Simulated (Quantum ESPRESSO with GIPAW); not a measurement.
# 17O and 25Mg NMR of MgO (Periclase), calculated

Aim: the magnetic shielding of every site in MgO (Periclase).

Program: Quantum ESPRESSO with GIPAW 8.0dev (patched build). Level of theory: DFT, PBE, plane-wave PAW (pslibrary 1.0.0 recipes), scalar-relativistic, GIPAW; a patched development version of the program. Results are calculated unless marked as measured.

## 1. The starting structure

It takes space group Fm-3m (No. 225, cubic). Conventional cell: a = 4.217 Å, b = 4.217 Å, c = 4.217 Å, α = 90.00°, β = 90.00°, γ = 90.00°. Nearest to Mg lie 6 O at 2.11 Å. Nearest to O lie 6 Mg at 2.11 Å. Farther neighbours and most contacts between anions are not listed.

The cell is an entry of the Crystallography Open Database; it need not be the form that is stable at ambient conditions.

A relaxation of the atoms beforehand (Quantum ESPRESSO with GIPAW) moved none by more than 0.003 Å.

## 2. Ground state

First the ground state. The response equations take the occupied wavefunctions as exact, so conv_thr is set much tighter than for an energy. No empty states are asked for: the response is solved without them. The mesh has a spacing of 0.37 Å⁻¹ at most. The PAW files were made with ld1.x from the pslibrary 1.0.0 recipes, with GIPAW reconstruction switched on.

File scf.in:

```
&control
  calculation = 'scf'
  prefix = 'x'
  outdir = './tmp/'
  pseudo_dir = './'
/
&system
  ibrav = 0
  nat = 2
  ntyp = 2
  ecutwfc = 65
  ecutrho = 390
  nbnd = 8
/
&electrons
  conv_thr = 1.0d-10
  mixing_beta = 0.7
  electron_maxstep = 100
/
ATOMIC_SPECIES
  Mg 24.305 Mg.pbe-spnl-kjpaw_psl.1.0.0-gipaw.UPF
  O 15.999 O.pbe-n-kjpaw_psl.1.0.0-gipaw.UPF
CELL_PARAMETERS angstrom
  0.00000000 2.10850000 2.10850000
  2.10850000 0.00000000 2.10850000
  2.10850000 2.10850000 0.00000000
ATOMIC_POSITIONS crystal
  Mg 0.00000000 0.00000000 0.00000000
  O 0.50000000 0.50000000 0.50000000
K_POINTS automatic
  7 7 7 0 0 0
```

The run is started by

```console
mpirun -np 4 pw.x -nk 4 -in scf.in > scf.out
```

What it wrote:

```text
using ibrav=0 with symmetry is DISCOURAGED, use correct ibrav instead

     bravais-lattice index     =            0
     lattice parameter (alat)  =       5.6349  a.u.
     unit-cell volume          =     126.5166 (a.u.)^3
     number of atoms/cell      =            2
     number of atomic types    =            2
     number of electrons       =        16.00
     number of Kohn-Sham states=            8
     kinetic-energy cutoff     =      65.0000  Ry
     charge density cutoff     =     390.0000  Ry
     scf convergence threshold =      1.0E-10
     mixing beta               =       0.7000
     number of iterations used =            8  plain     mixing
     Exchange-correlation= SLA-PW-PBX-PBC
                           (   1   4   3   4   0   0   0)
[...]
Mg               10.00    24.30500     Mg( 1.00)
     O                 6.00    15.99900     O ( 1.00)

     48 Sym. Ops., with inversion, found
[...]
number of k points=    20
[...]
Dense  grid:    16457 G-vectors     FFT dimensions: (  36,  36,  36)

     Smooth grid:     8873 G-vectors     FFT dimensions: (  30,  30,  30)

     Check: negative core charge=   -0.000025

     Initial potential from superposition of free atoms

     starting charge      15.9991, renormalised to      16.0000
     Starting wfcs are    9 randomized atomic wfcs

     Self-consistent Calculation

     iteration #  1     ecut=    65.00 Ry     beta= 0.70
     Davidson diagonalization with overlap
     ethr =  1.00E-02,  avg # of iterations =  1.4

     total energy              =    -182.91429097 Ry
     estimated scf accuracy    <       0.61049365 Ry

     iteration #  2     ecut=    65.00 Ry     beta= 0.70
     Davidson diagonalization with overlap
     ethr =  3.82E-03,  avg # of iterations =  4.5

     total energy              =    -183.19654133 Ry
     estimated scf accuracy    <       0.77782822 Ry

     iteration #  3     ecut=    65.00 Ry     beta= 0.70
     Davidson diagonalization with overlap
     ethr =  3.82E-03,  avg # of iterations =  2.0

     total energy              =    -183.13171802 Ry
     estimated scf accuracy    <       0.16985991 Ry

[...]
total energy              =    -183.31359994 Ry
[...]
iteration # 25     ecut=    65.00 Ry     beta= 0.70
     Davidson diagonalization with overlap
     ethr =  5.90E-12,  avg # of iterations =  8.3

     total energy              =    -183.31359993 Ry
     estimated scf accuracy    <       0.00000004 Ry

     iteration # 26     ecut=    65.00 Ry     beta= 0.70
     Davidson diagonalization with overlap
     ethr =  5.90E-12,  avg # of iterations =  8.8

     End of self-consistent calculation
     [one-electron energies left out]

!    total energy              =    -183.31359994 Ry
     total all-electron energy =      -551.430759 Ry
     estimated scf accuracy    <          4.6E-11 Ry

     The total energy is the sum of the following terms:
     one-electron contribution =     -88.24151291 Ry
     hartree contribution      =      49.43105851 Ry
     xc contribution           =     -25.31117600 Ry
     ewald contribution        =     -94.65573450 Ry
     one-center paw contrib.   =     -24.53623503 Ry

     convergence has been achieved in  26 iterations
[...]
JOB DONE.
```

Elapsed: 4.8 s, on 4 MPI ranks of Arm Neoverse V1, shared host; peak memory 0.21 GiB.

It converged in 26 cycles to an estimated accuracy of 5e-11 Ry, on 20 irreducible k-points.

## 3. Shieldings

The job finds the current that a weak uniform field induces (applied as a long wave, q_gipaw) and the field that this current makes at each nucleus. On atoms with p or d valence electrons much of the paramagnetic part arises close to the nucleus, where the PAW partial waves rebuild the true states. pawproj makes the reconstruction use the PAW data sets' own projectors.

File nmr.in:

```
&inputgipaw
  job = 'nmr'
  prefix = 'x'
  tmp_dir = './tmp/'
  restart_mode = 'from_scratch'
  verbosity = 'low'
  q_gipaw = 0.01
  spline_ps = .true.
  conv_threshold = 1.0d-11
  use_nmr_macroscopic_shape = .false.
  pawproj(1) = .true.
  pawproj(2) = .true.
/
```

The run is started by

```console
mpirun -np 4 gipaw.x -in nmr.in > nmr.out
```

What it wrote:

```text
[banner, memory and clock lines left out]
[a note of our patched build left out]

     Parallelizing q-star over 1 images

     IMPORTANT: XC functional enforced from input :
     Exchange-correlation= PBE
                           (   1   4   3   4   0   0   0)
     Any further DFT definition will be discarded
     Please, verify this is what you really want

     Check: negative core charge=   -0.000025
[...]
alpha_pv=    144.6331 eV

     spline_ps is .false., expect some extrapolation errors

     q-space interpolation up to    78.00 Rydberg

     GIPAW job: nmr
     NMR macroscopic correction: no
[...]
Computing the magnetic susceptibility     isolve=0    ethr=  0.1000E-10
     Starting from scratch
     k-point #    1 of    20      pool #  1    cpu time:       0.4
[...]
End of magnetic susceptibility calculation

     f-sum rule (1st term):
           -11.8312          0.0000         -0.0000
             0.0000        -11.8312         -0.0000
            -0.0000         -0.0000        -11.8312

     f-sum rule (2nd term):
            -0.2967          0.0000          0.0000
             0.0000         -0.2967          0.0000
             0.0000          0.0000         -0.2967

     f-sum rule (should be   -12.1257):
           -12.1279          0.0000         -0.0000
             0.0000        -12.1279         -0.0000
            -0.0000         -0.0000        -12.1279

[... susceptibilities left out ...]
     Contributions to the NMR chemical shifts: -------------------------------

     Macroscopic shape contribution in ppm:                    0.00
             0.0000          0.0000          0.0000
             0.0000          0.0000          0.0000
             0.0000          0.0000          0.0000

     Core contribution in ppm:

     Atom  1  Mg  pos: (  0.000000  0.000000  0.000000)  core sigma:         412.82
     Atom  2  O   pos: (  0.707107  0.707107  0.707107)  core sigma:         271.07

     Bare contribution in ppm:

     Atom  1  Mg  pos: (  0.000000  0.000000  0.000000)  bare sigma:          90.89
[...]
Atom  2  O   pos: (  0.707107  0.707107  0.707107)  bare sigma:          50.22
[...]
Diamagnetic contribution in ppm:

     Atom  1  Mg  pos: (  0.000000  0.000000  0.000000)  dia sigma:         169.11
[...]
Atom  2  O   pos: (  0.707107  0.707107  0.707107)  dia sigma:          17.64
[...]
Paramagnetic contribution in ppm:

     Atom  1  Mg  pos: (  0.000000  0.000000  0.000000)  para sigma:         218.36
[...]
Atom  2  O   pos: (  0.707107  0.707107  0.707107)  para sigma:          60.43
[...]
Paramagnetic US occ-occ contribution in ppm:

     Atom  1  Mg  pos: (  0.000000  0.000000  0.000000)  para_oo sigma:          -1.10
[...]
Atom  2  O   pos: (  0.707107  0.707107  0.707107)  para_oo sigma:          -2.17
[...]
Paramagnetic US L_R Q_R contribution in ppm:

     Atom  1  Mg  pos: (  0.000000  0.000000  0.000000)  para_lq sigma:        -360.27
[...]
Atom  2  O   pos: (  0.707107  0.707107  0.707107)  para_lq sigma:        -210.25
[...]
Total NMR chemical shifts in ppm: ---------------------------------------
     (adopting the Simpson convention for anisotropy and asymmetry)-----------

     Atom  1  Mg  pos: (  0.000000  0.000000  0.000000)  Total sigma:         529.81
           529.8146         -0.0000          0.0000
            -0.0000        529.8146         -0.0000
             0.0000         -0.0000        529.8146

     Mg      1    anisotropy:      0.00    eta:    0.0000
[...]
Atom  2  O   pos: (  0.707107  0.707107  0.707107)  Total sigma:         186.94
           186.9423         -0.0000          0.0000
            -0.0000        186.9423          0.0000
             0.0000          0.0000        186.9423

     O       2    anisotropy:      0.00    eta:    0.0000
[...]
```

Elapsed: 30 s, on 4 MPI ranks; peak memory 0.2 GiB; 2 min of CPU time.

The f-sum rule is met to 0.0022 of 12.1 (0.02 %). Converged shieldings require that this miss be small, but a small miss does not prove them.

From the symmetric part of each tensor, with principal values σ11 ≤ σ22 ≤ σ33: σ_iso is their mean, the span is σ33 − σ11 and the skew 3(σ_iso − σ22)/span. (gipaw.x prints an anisotropy in another convention.)

```
site  atom no.  atoms in cell  σ_iso (ppm)  span (ppm)  skew
  Mg         1              1        529.8         0.0     -
   O         2              1        186.9         0.0     -
```

The macroscopic shape term is switched off. For a spherical sample the valence susceptibility of this run would add about 12 ppm to every site, a rough estimate, since the susceptibility converges slowly and lacks part of the PAW terms. Differences within the crystal don't depend on it, but shieldings of different compounds can't be compared to better than a few ppm without it.

Mg and O sit on cubic site symmetry, where the tensor must be isotropic.

## 4. From shieldings to shifts

Covalently bonded atoms count as neighbours within 1.18 times the sum of their radii. Otherwise a cation's neighbours lie within 1.2 times its shortest bond (1.3 for large cations, each anion's radius taken off where they differ), and an anion's are the cations that count it.

```
site  atom no.  atoms in cell  surroundings  bonds (Å)  σ_iso (ppm)
  Mg         1              1          MgO6      2.108        529.8
   O         2              1  bound to Mg6      2.108        186.9
```

## 5. Cost against result

Each row names what was changed: another mesh tests the sampling of the zone; another functional shows how far the paramagnetic term hangs on the exchange-correlation form; another cutoff tests the basis.

Changes of σ_iso (ppm) against the run above (PBE, cutoffs 65 and 390 Ry, mesh 7×7×7, 2.3 min). Times are CPU times of pw.x and gipaw.x together, on 4 MPI ranks of Arm Neoverse V1, shared host; on a shared host they are rough. A run is marked as doubtful where the f-sum miss passes 0.015 electrons, or that much for each three atoms in larger cells (with Tl, Pb, Hg, Bi or Sn a third of that, or a mesh spacing over 0.26 Å⁻¹), or where the susceptibility is unphysically large.

```csv
run,CPU time,f-sum miss,Mg,O
mesh 9×9×9,3.8 min,2.0e-4,+0.2,+1.9
LDA,2.2 min,0.0023,-11.7,-16.2
cutoffs 45 and 390 Ry (marked),85 s,0.071,-6.7,-0.5
mesh 5×5×5 (marked),85 s,0.028,-2.2,-15.5
Wu-Cohen,2.3 min,0.0024,-2.8,-7.6
```

The largest move is -16.2 ppm, on O, from LDA.

## 6. Summary of results

```yaml
17o_shielding_without_shape_term: 186.9 ppm
25mg_shielding_without_shape_term: 529.8 ppm
```

What this shows: 17O has one site (bound to Mg6), with isotropic shielding 186.9 ppm (shape term left out). A shift needs a reference, δ = σ_ref − σ, fixed on measured compounds; for 17O of this kind at this level too few were at hand, or they scattered too widely about a line, so none is given. Going to mesh 9×9×9 changes no isotropic shielding by more than 2 ppm, a first measure of the error left in that respect. A higher cutoff was not carried through on these files. The largest change with the functional is 16.2 ppm in absolute shielding; part of that drops out once each functional has its own reference line. This build of gipaw.x prints that it is not audited and that its numbers are no references by themselves. It also reports spline_ps as false although the input sets it; why was not traced.

[Banner, clock, file and message-heading lines were taken out of the pw.x and gipaw.x logs.]

[Logs are printed without paths, hosts, clocks, repeated set-up lines and the standing remarks that a program may print on its own settings, such as how far it seeks lower states.]

[Hosts, paths, dates, database ids (printed as entryN), source tags and the programs' standing remarks are cut or masked in the printed files.]

[Where no reference line passes its bar on scatter, no shift is given, so a measured shift of this compound may stand uncompared.]
